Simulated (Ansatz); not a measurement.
# Decaying states in the gap of K2LiCl3, part 2 of 3

Wanted: the relaxed cell of K2LiCl3, its band edges and its decay constants. It is built by putting Li for Na in the K2NaCl3 structure of space group P-3m1, with the volume rescaled by atomic radii. The parent structure comes from the Materials Project.

Ansatz 0.2.0; r2SCAN DFT, plane waves, PAW files (the session's first sound run).

So far, gap on the k-mesh (eV): step 3 (the bulk crystal and its band edges) 5.86.

The structure was built from a prototype and need not be the compound's stable phase.

## 4. Decaying states in the gap

This step: r2SCAN DFT, plane waves, PAW files; complex bands by layer matching along the plane's normal (Ansatz 0.2.0).

The same crystal is laid in a cell whose first two vectors span the (001) plane (indices of the standard conventional cell, whose axes can be ordered otherwise than in the bulk input). At fixed energy and wavevector in the plane the solver finds all kz, real and complex. A few wavevectors are listed, (0, 0) and (0.5, 0) in units of the plane's reciprocal vectors; the slowest state needn't be among them.

Input file input.yaml:

```yaml
crystal:
  lattice:
    - [4.133285928, 0.0, 0.0]
    - [2.066642964, 3.579530614, 0.0]
    - [0.0, 0.0, 10.535084979]
  atoms:
    - { symbol: K, position: [0.6666666667, 0.6666666667, 0.6848287943] }
    - { symbol: K, position: [0.3333333333, 0.3333333333, 0.3151712057] }
    - { symbol: Li, position: [0.0, 0.0, 0.0] }
    - { symbol: Cl, position: [0.6666666667, 0.6666666667, 0.1297295142] }
    - { symbol: Cl, position: [0.3333333333, 0.3333333333, 0.8702704858] }
    - { symbol: Cl, position: [0.0, 0.0, 0.5] }
kpoints:
  mp_grid: { grid: [6, 6, 2] }
scf:
  occupations: { method: fixed }
hamiltonian:
  xc: r2scan
output:
  eigenvalues: true
  transmission:
    leads: [[0, 0]]
    kpoints: [[0.0, 0.0], [0.5, 0.0]]
    e_range: [-1.0, 6.86]
    de: 0.2
```

The run is started by

```console
$ ansatz run input.yaml --threads 2 --pin off --max-ram 4096MiB --backend cpu --events-out ev --progress --plain --runs-dir out
```

Numbers of over 12 decimals in the logs are rounded to 6 here.

The program printed:

```text
[...]
Crystal: 6 atoms, lattice volume = 155.869 Å³
Basis set: ecut = 500 eV, 3981 PW (Γ), exchange–correlation on 128×128×320 points (64 copies of the dense FFT grid, shifted against one another)
Bands: 27, of which v1, the nominal top of the filled ones, is band 21 counted from 1 (20 counted from 0)
Symmetry: 12 space group operations
[...]
k-points: 14 of 72
[...]
SCF iter   1: F=—  HF=-6553.333454 eV  |F-HF|=—  |Δ(HF+E_count)|=         —  Δρ=4.12e-3  dr2=1.65e-2  dr2_τ=4.83e-3  ethr=1.77e-3  ⟨swp⟩=4.8  Hψ=1616  notcnv=0  defer=51
[...]
SCF iter   6: F=-6553.385811 eV  HF=-6553.385811 eV  |F-HF|=7.68e-9  |Δ(HF+E_count)|=   2.54e-7  Δρ=4.06e-6  dr2=2.58e-8  dr2_τ=7.49e-9  ethr=2.38e-10  ⟨swp⟩=12.6  Hψ=2039  notcnv=0
SCF 1 converged in 6 iterations: F = -6553.385811 eV  dr2 = 2.58e-8
[...]
transmission: 15 of 30 steps passed
transmission: 30 of 30 steps passed
SCF converged after 6 iterations
Free energy (F): -6553.385811 eV
[...]
Internal energy: -6553.385811 eV  (E = F + TS)
E sigma→0 (E₀):  -6553.385811 eV
Fermi energy:    0.860832 eV
[...]
--- Band table (eV; the first three rows and the last of 14) ---
  k-point 0: bands = [... 17 lower, 0.6002, 0.8003, 0.8003, 0.8608, 6.7201, 8.1227, 8.7570, 9.0371, ... 2 higher]
  k-point 1: bands = [... 17 lower, 0.7066, 0.7066, 0.7365, 0.7365, 7.2769, 7.5210, 8.4459, 9.0350, ... 2 higher]
  k-point 2: bands = [... 17 lower, 0.5239, 0.5741, 0.7743, 0.8218, 7.3384, 8.5435, 8.8316, 9.1572, ... 2 higher]
  k-point 13: bands = [... 17 lower, 0.0563, 0.1469, 0.6453, 0.6453, 9.0874, 9.4221, 9.4221, 9.6560, ... 2 higher]
--- Transmission ---
  basis      : 151 plane waves across, 15 finite elements along
  points     : 2, as listed
  energies   : 40 from -1.000000 to 6.800000 eV about the Fermi level, 0.200000 eV apart; the leads are filled to 2.929639 eV, and channels, transmission and decay are at 3.000000 eV
  crystal 0  : K2Cl3Li1, at the sites [0, 0], period 10.5351 Å: whole cells are its period
    offset         : up to 0.0000 Å between an atom of the period and one for which it stands
    channels       : 0.000000e0 a spin
    conductance    : none, the energies end too early or step too widely for 300 K: set another output.transmission.e_range or a lower de, or, where they end at an eighth of basis.ecutwfc, a higher one
    slowest decay  : 0.4281 /Å at (0.0000, 0.0000)
```

It took 16 s on 2 threads of Intel Xeon Platinum 8175M at 2.50GHz (Skylake/Cascade Lake), shared host; peak memory 0.88 GiB.

Numbers from this step:

```yaml
level_to_which_the_leads_are_filled: 2.930 eV from the Fermi level
decay_constant_at_the_filling_level_zone_centre: 0.4281 Å⁻¹
decay_constant_at_the_filling_level_slowest_listed_point: 0.4281 Å⁻¹
```

K parallel (0, 0); values up to 1.5 1/Å, a degenerate pair printed once or twice; energies at which all values exceed this have no row. Table of Im kz of the slowest decaying states by energy, zero at the highest filled level on the SCF mesh:

```csv
energy (eV),decay 1 (Å⁻¹),decay 2 (Å⁻¹),decay 3 (Å⁻¹),decay 4 (Å⁻¹)
-1.00,0.695,1.33,1.35,1.41
-0.60,0.105,0.461,1.31,1.32
-0.40,0.114,0.155,1.31,1.31
0.00,0.00559,0.242,1.28,1.29
0.20,0.195,0.455,1.27,1.28
0.60,0.305,0.634,1.24,1.26
0.80,0.337,0.688,1.22,1.25
1.20,0.382,0.762,1.19,1.23
1.40,0.397,0.789,1.18,1.22
1.80,0.418,0.829,1.15,1.18
2.20,0.430,0.857,1.11,1.15
2.40,0.432,0.866,1.10,1.13
2.80,0.431,0.880,1.06,1.10
3.00,0.428,0.883,1.05,1.08
3.40,0.417,0.885,1.01,1.05
3.60,0.409,0.884,0.991,1.03
4.00,0.387,0.877,0.953,0.995
4.40,0.357,0.865,0.913,0.961
4.60,0.338,0.857,0.893,0.944
5.00,0.290,0.838,0.849,0.909
5.20,0.259,0.826,0.827,0.891
5.60,0.169,0.778,0.801,0.854
5.80,0.0822,0.751,0.787,0.835
6.20,0.694,0.755,0.795,0.905
6.40,0.662,0.738,0.774,0.883
6.80,0.585,0.699,0.729,0.834
```

K parallel (0.5, 0); values up to 1.5 1/Å, a degenerate pair printed once or twice; energies at which all values exceed this have no row. Im kz of the slowest decaying states against energy, zero at the highest filled level on the SCF mesh:

```csv
energy (eV),decay 1 (Å⁻¹),decay 2 (Å⁻¹),decay 3 (Å⁻¹),decay 4 (Å⁻¹)
-1.00,0.184,0.524,0.764,1.21
-0.60,0.0987,0.305,0.710,1.12
-0.20,0.315,0.464,1.10,1.45
0.00,0.361,0.431,0.666,1.09
0.20,0.412,0.552,0.719,1.08
0.60,0.481,0.686,0.765,1.06
1.00,0.526,0.767,0.785,1.04
1.40,0.557,0.792,0.822,1.02
1.80,0.577,0.793,0.862,0.992
2.20,0.589,0.788,0.892,0.966
2.60,0.595,0.780,0.913,0.939
3.00,0.595,0.768,0.911,0.928
3.20,0.593,0.761,0.897,0.934
3.60,0.585,0.744,0.868,0.941
4.00,0.572,0.724,0.837,0.944
4.40,0.553,0.701,0.806,0.943
4.80,0.528,0.675,0.773,0.938
5.20,0.497,0.644,0.739,0.929
5.60,0.456,0.608,0.703,0.916
6.00,0.403,0.566,0.666,0.900
6.40,0.330,0.515,0.626,0.879
6.80,0.202,0.450,0.584,0.855
```

At the listed wavevectors the last open channel is at -0.20 eV and the next at +6.00 eV on the grid. At +3.00 eV, the grid energy nearest the filling level (the middle of the gap on the SCF mesh), the slowest state at the listed wavevectors decays with κ = 0.428 Å⁻¹, its amplitude falling by e over 2.3 Å. Through 1 nm of this crystal that state's transmission falls by exp(−2 × 0.428 Å⁻¹ × 10 Å) = 1.9e-4.

## 5. Decay over the two-dimensional zone

The listed points could miss the slowest state, so one energy near mid-gap is solved on a mesh of 12×12.

Edit input.yaml of step 4 so:

```diff
@@ -20,6 +20,2 @@
   eigenvalues: true
-  transmission:
-    leads: [[0, 0]]
-    kpoints: [[0.0, 0.0], [0.5, 0.0]]
-    e_range: [-1.0, 6.86]
-    de: 0.2
+  transmission: { leads: [[0, 0]], kmesh: [12, 12], e_range: [2.93, 2.94], de: 0.05 }
```

The program printed:

```text
[...]
Crystal: 6 atoms, lattice volume = 155.869 Å³
Basis set: ecut = 500 eV, 3981 PW (Γ), exchange–correlation on 128×128×320 points (64 copies of the dense FFT grid, shifted against one another)
Bands: 27, of which v1, the nominal top of the filled ones, is band 21 counted from 1 (20 counted from 0)
Symmetry: 12 space group operations
[...]
k-points: 14 of 72
[...]
SCF iter   1: F=—  HF=-6553.333454 eV  |F-HF|=—  |Δ(HF+E_count)|=         —  Δρ=4.12e-3  dr2=1.65e-2  dr2_τ=4.83e-3  ethr=1.77e-3  ⟨swp⟩=4.8  Hψ=1616  notcnv=0  defer=51
[...]
SCF iter   6: F=-6553.385811 eV  HF=-6553.385811 eV  |F-HF|=7.68e-9  |Δ(HF+E_count)|=   2.54e-7  Δρ=4.06e-6  dr2=2.58e-8  dr2_τ=7.49e-9  ethr=2.38e-10  ⟨swp⟩=12.6  Hψ=2039  notcnv=0
SCF 1 converged in 6 iterations: F = -6553.385811 eV  dr2 = 2.58e-8
[...]
transmission: 60 of 285 steps passed
transmission: 120 of 285 steps passed
[...]
transmission: 285 of 285 steps passed
SCF converged after 6 iterations
Free energy (F): -6553.385811 eV
[...]
Internal energy: -6553.385811 eV  (E = F + TS)
E sigma→0 (E₀):  -6553.385811 eV
Fermi energy:    0.860832 eV
[...]
--- Band table (eV; the first three rows and the last of 14) ---
  k-point 0: bands = [... 17 lower, 0.6002, 0.8003, 0.8003, 0.8608, 6.7201, 8.1227, 8.7570, 9.0371, ... 2 higher]
  k-point 1: bands = [... 17 lower, 0.7066, 0.7066, 0.7365, 0.7365, 7.2769, 7.5210, 8.4459, 9.0350, ... 2 higher]
  k-point 2: bands = [... 17 lower, 0.5239, 0.5741, 0.7743, 0.8218, 7.3384, 8.5435, 8.8316, 9.1572, ... 2 higher]
  k-point 13: bands = [... 17 lower, 0.0563, 0.1469, 0.6453, 0.6453, 9.0874, 9.4221, 9.4221, 9.6560, ... 2 higher]
--- Transmission ---
  basis      : 151 plane waves across, 15 finite elements along
  points     : 19, standing for a mesh of 12 x 12
  energies   : 1 from 2.930000 to 2.930000 eV about the Fermi level; the leads are filled to 2.929639 eV, and channels, transmission and decay are at 2.930000 eV
  crystal 0  : K2Cl3Li1, at the sites [0, 0], period 10.5351 Å: whole cells are its period
[...]
channels       : 0.000000e0 a spin
    conductance    : none, crystal 0 has no channel at the energies, or these end too early or step too widely for 300 K: set another output.transmission.e_range or a lower de, or, where they end at an eighth of basis.ecutwfc, a higher one
    slowest decay  : 0.4293 /Å at (0.0000, 0.0000)
```

Elapsed: 17 s, on 2 threads; peak memory 0.96 GiB.

This step gave:

```yaml
least_decay_constant_on_the_mesh: 0.4293 Å⁻¹
```

Slowest decay constant (1/Å; 0 where a channel is open) over k1 and k2. At 2.9300 eV from the Fermi level.

Ten even steps from '_' (0.429) to '@' (0.815):
```
==++####++====++****++==
++##@@##++++==++++++==++
%%####%%**++++++++++++**
++++++**++++==--==++++**
====++++++--____--++++++
======++==______==++====
==++++++--____--++++++==
++**++++==--==++++**++++
%%**++++++++++++**%%####
++++==++++++==++++##@@##
====++****++====++####++
====++%%++======++%%++==
```
Columns: k1 (b1) from -0.5 to 0.417; rows upwards: k2 (b2) from -0.5 to 0.417.

The least value on the mesh is 0.429 Å⁻¹ at +2.93 eV. At that energy the listed points give about 0.429 Å⁻¹ by interpolation, so the mesh holds no clearly slower state.

## 6. Band edges at another level, cutoff 420 eV

This step: PBE DFT, plane waves, PAW files (Ansatz 0.2.0).

The edges again with PBE, at the same atoms. Against that run the cutoff is 420 eV against 500.

Input file input.yaml:

```yaml
crystal:
  lattice:
    - [4.1332859277, 0.0, 0.0]
    - [-2.0666429638, 3.5795306145, 0.0]
    - [0.0, 0.0, 10.5350849794]
  atoms:
    - { symbol: K, position: [0.3333333333, 0.6666666667, 0.6848287943] }
    - { symbol: K, position: [0.6666666667, 0.3333333333, 0.3151712057] }
    - { symbol: Li, position: [0.0, 0.0, 0.0] }
    - { symbol: Cl, position: [0.3333333333, 0.6666666667, 0.1297295142] }
    - { symbol: Cl, position: [0.6666666667, 0.3333333333, 0.8702704858] }
    - { symbol: Cl, position: [0.0, 0.0, 0.5] }
kpoints:
  mp_grid: { grid: [6, 6, 4] }
  band_path: { path: [VBM, CBM], npoints: 30 }
scf:
  occupations: { method: fixed }
hamiltonian:
  xc: pbe
output:
  eigenvalues: true
```

The program printed:

```text
[...]
Crystal: 6 atoms, lattice volume = 155.869 Å³
Basis set: ecut = 420 eV, 3035 PW (Γ)
Bands: 27, of which v1, the nominal top of the filled ones, is band 21 counted from 1 (20 counted from 0)
Symmetry: 12 space group operations
[...]
k-points: 24 of 144
[...]
SCF iter   1: F=—  HF=-6529.913186 eV  |F-HF|=—  |Δ(HF+E_count)|=         —  Δρ=5.58e-4  dr2=2.55e-3  ethr=1.77e-3  ⟨swp⟩=4.6  Hψ=2530  notcnv=0  defer=88
[...]
SCF iter   6: F=-6529.909871 eV  HF=-6529.909871 eV  |F-HF|=3.04e-10  |Δ(HF+E_count)|=   4.60e-7  Δρ=4.08e-6  dr2=3.21e-8  ethr=2.38e-10  ⟨swp⟩=12.2  Hψ=3422  notcnv=0
SCF 1 converged in 6 iterations: F = -6529.909871 eV  dr2 = 3.21e-8
[...]
SCF converged after 6 iterations
Free energy (F): -6529.909871 eV
[...]
Internal energy: -6529.909871 eV  (E = F + TS)
E sigma→0 (E₀):  -6529.909871 eV
Fermi energy:    1.257042 eV
[...]
--- Band table (eV; the first three rows and the last of 24) ---
  k-point 0: bands = [... 17 lower, 1.0064, 1.2054, 1.2054, 1.2570, 6.4587, 7.8431, 8.4908, 8.8605, ... 2 higher]
  k-point 1: bands = [... 17 lower, 1.0545, 1.1625, 1.1846, 1.1846, 6.6440, 7.6557, 8.2872, 8.8524, ... 2 higher]
  k-point 2: bands = [... 17 lower, 1.1181, 1.1181, 1.1375, 1.1375, 7.0443, 7.2108, 8.2053, 8.8553, ... 2 higher]
  k-point 23: bands = [... 17 lower, 0.4635, 0.5647, 1.0464, 1.0464, 8.9345, 9.2791, 9.2791, 9.4992, ... 2 higher]
```

It took 7.5 s on 2 threads; peak memory 0.47 GiB; 14 s of CPU time.

Numbers from this step:

- free energy: -6529.9099 eV
- Fermi energy: 1.257 eV
- gap on the k-mesh: 5.202 eV
- gap on path: 5.202 eV, by band count; negative where bands overlap
- direct gap on path: 5.202 eV

Levels at VBM (eV): -1.37, -1.11, -0.32, -0.32, -0.25, -0.25, -0.05, -0.05, 0.00, 5.20, 6.59, 7.23, 7.60, 7.75.

The searched edges give 5.20 eV, as on the mesh.

For the gap on the k-mesh, step 3 gave 5.86 eV; this run, with PBE and cutoff 420 eV, gives 5.20 eV.

## 7. Complex bands at another level, cutoff 420 eV

This step: PBE DFT, plane waves, PAW files; complex bands by layer matching along the plane's normal (Ansatz 0.2.0).

The complex bands at that level, over its own gap, at (0, 0) and (0.5, 0).

Input file input.yaml:

```yaml
crystal:
  lattice:
    - [4.133285928, 0.0, 0.0]
    - [2.066642964, 3.579530614, 0.0]
    - [0.0, 0.0, 10.535084979]
  atoms:
    - { symbol: K, position: [0.6666666667, 0.6666666667, 0.6848287943] }
    - { symbol: K, position: [0.3333333333, 0.3333333333, 0.3151712057] }
    - { symbol: Li, position: [0.0, 0.0, 0.0] }
    - { symbol: Cl, position: [0.6666666667, 0.6666666667, 0.1297295142] }
    - { symbol: Cl, position: [0.3333333333, 0.3333333333, 0.8702704858] }
    - { symbol: Cl, position: [0.0, 0.0, 0.5] }
kpoints:
  mp_grid: { grid: [6, 6, 2] }
scf:
  occupations: { method: fixed }
hamiltonian:
  xc: pbe
output:
  eigenvalues: true
  transmission:
    leads: [[0, 0]]
    kpoints: [[0.0, 0.0], [0.5, 0.0]]
    e_range: [-1.0, 6.2]
    de: 0.18
```

The program printed:

```text
[...]
Crystal: 6 atoms, lattice volume = 155.869 Å³
Basis set: ecut = 420 eV, 3035 PW (Γ)
Bands: 27, of which v1, the nominal top of the filled ones, is band 21 counted from 1 (20 counted from 0)
Symmetry: 12 space group operations
[...]
k-points: 14 of 72
[...]
SCF iter   1: F=—  HF=-6529.913094 eV  |F-HF|=—  |Δ(HF+E_count)|=         —  Δρ=5.46e-4  dr2=2.52e-3  ethr=1.77e-3  ⟨swp⟩=4.6  Hψ=1477  notcnv=0  defer=52
[...]
SCF iter   6: F=-6529.909867 eV  HF=-6529.909867 eV  |F-HF|=2.69e-9  |Δ(HF+E_count)|=   4.46e-7  Δρ=3.80e-6  dr2=2.77e-8  ethr=2.38e-10  ⟨swp⟩=12.7  Hψ=2018  notcnv=0
SCF 1 converged in 6 iterations: F = -6529.909867 eV  dr2 = 2.77e-8
[...]
transmission: 18 of 36 steps passed
transmission: 36 of 36 steps passed
SCF converged after 6 iterations
Free energy (F): -6529.909867 eV
[...]
Internal energy: -6529.909867 eV  (E = F + TS)
E sigma→0 (E₀):  -6529.909867 eV
Fermi energy:    1.257039 eV
[...]
--- Band table (eV; the first three rows and the last of 14) ---
  k-point 0: bands = [... 17 lower, 1.0064, 1.2054, 1.2054, 1.2570, 6.4587, 7.8431, 8.4908, 8.8605, ... 2 higher]
  k-point 1: bands = [... 17 lower, 1.1181, 1.1181, 1.1375, 1.1375, 7.0443, 7.2108, 8.2053, 8.8553, ... 2 higher]
  k-point 2: bands = [... 17 lower, 0.9263, 0.9828, 1.1806, 1.2165, 7.0814, 8.2649, 8.6510, 8.9003, ... 2 higher]
  k-point 13: bands = [... 17 lower, 0.4635, 0.5647, 1.0464, 1.0464, 8.9345, 9.2791, 9.2791, 9.4992, ... 2 higher]
--- Transmission ---
  basis      : 121 plane waves across, 18 finite elements along
  points     : 2, as listed
[...]
crystal 0  : K2Cl3Li1, at the sites [0, 0], period 10.5351 Å: whole cells are its period
[...]
channels       : 0.000000e0 a spin
[...]
slowest decay  : 0.4041 /Å at (0.0000, 0.0000)
```

Run time: 15 s. Hardware: 2 threads; peak memory 0.55 GiB.

This step gave:

* level to which the leads are filled: 2.601 eV from the Fermi level
* decay constant at the filling level, zone centre: 0.4041 Å⁻¹
* decay constant at the filling level, slowest listed point: 0.4041 Å⁻¹

K parallel (0, 0); values up to 1.5 1/Å, a degenerate pair printed once or twice; energies at which all values exceed this have no row. Im kz of the slowest decaying states against energy, zero at the highest filled level on the SCF mesh:

```csv
energy (eV),decay 1 (Å⁻¹),decay 2 (Å⁻¹),decay 3 (Å⁻¹),decay 4 (Å⁻¹)
-1.00,0.704,1.30,1.33,1.38
-0.64,0.0888,0.508,1.29,1.31
-0.46,0.111,0.321,1.28,1.30
-0.10,1.26,1.27,1.31,-
0.08,0.126,0.343,1.25,1.26
0.44,0.264,0.576,1.23,1.24
0.80,0.328,0.686,1.20,1.22
0.98,0.349,0.723,1.19,1.21
1.34,0.379,0.779,1.16,1.18
1.52,0.389,0.800,1.15,1.17
1.88,0.402,0.832,1.12,1.13
2.24,0.407,0.854,1.08,1.10
2.42,0.406,0.862,1.07,1.08
2.78,0.400,0.871,1.04,1.05
2.96,0.395,0.873,1.02,1.03
3.32,0.379,0.873,0.985,1.00
3.68,0.355,0.867,0.949,0.969
3.86,0.340,0.862,0.931,0.952
4.22,0.302,0.848,0.893,0.920
4.40,0.278,0.840,0.873,0.904
4.76,0.215,0.820,0.832,0.870
5.12,0.0959,0.787,0.797,0.835
5.30,0.763,0.784,0.817,0.922
5.66,0.710,0.754,0.779,0.884
5.84,0.0208,0.681,0.738,0.759
6.20,0.612,0.703,0.717,0.815
```

K parallel (0.5, 0); values up to 1.5 1/Å, a degenerate pair printed once or twice; energies at which all values exceed this have no row. The Im kz of the slowest decaying states by energy, zero at the highest filled level on the SCF mesh:

```csv
energy (eV),decay 1 (Å⁻¹),decay 2 (Å⁻¹),decay 3 (Å⁻¹),decay 4 (Å⁻¹)
-1.00,0.153,0.533,0.724,1.19
-0.64,0.0939,0.301,0.697,1.14
-0.46,0.225,0.676,1.11,1.37
-0.10,0.301,0.324,0.614,1.08
0.08,0.376,0.475,0.695,1.07
0.44,0.450,0.632,0.754,1.05
0.80,0.498,0.721,0.778,1.03
0.98,0.516,0.754,0.784,1.02
1.34,0.543,0.790,0.804,0.994
1.52,0.553,0.790,0.824,0.982
1.88,0.568,0.787,0.856,0.957
2.24,0.576,0.780,0.879,0.931
2.42,0.578,0.775,0.889,0.918
2.78,0.578,0.764,0.891,0.903
2.96,0.577,0.757,0.877,0.908
3.32,0.570,0.740,0.848,0.915
3.68,0.558,0.721,0.818,0.918
3.86,0.550,0.711,0.802,0.918
4.22,0.531,0.687,0.771,0.916
4.40,0.520,0.674,0.754,0.913
4.76,0.492,0.645,0.721,0.905
5.12,0.456,0.611,0.685,0.893
5.30,0.435,0.592,0.667,0.886
5.66,0.382,0.549,0.628,0.869
5.84,0.349,0.524,0.608,0.859
6.20,0.254,0.464,0.565,0.836
```

At the listed wavevectors the last open channel is at -0.10 eV and the next at +5.30 eV on the grid. At +2.60 eV, the grid energy nearest the filling level (the middle of the gap on the SCF mesh), the slowest state at the listed wavevectors decays with κ = 0.404 Å⁻¹, its amplitude falling by e over 2.5 Å; the first such run, plane (001), gave 0.428 Å⁻¹.

[end of part 2 of 3]

[Logs are printed without paths, hosts, clocks, repeated set-up lines and the standing remarks that a program may print on its own settings, such as how far it seeks lower states.]

[Hosts, paths, dates, database ids (printed as entryN), source tags and the programs' standing remarks are cut or masked in the printed files.]
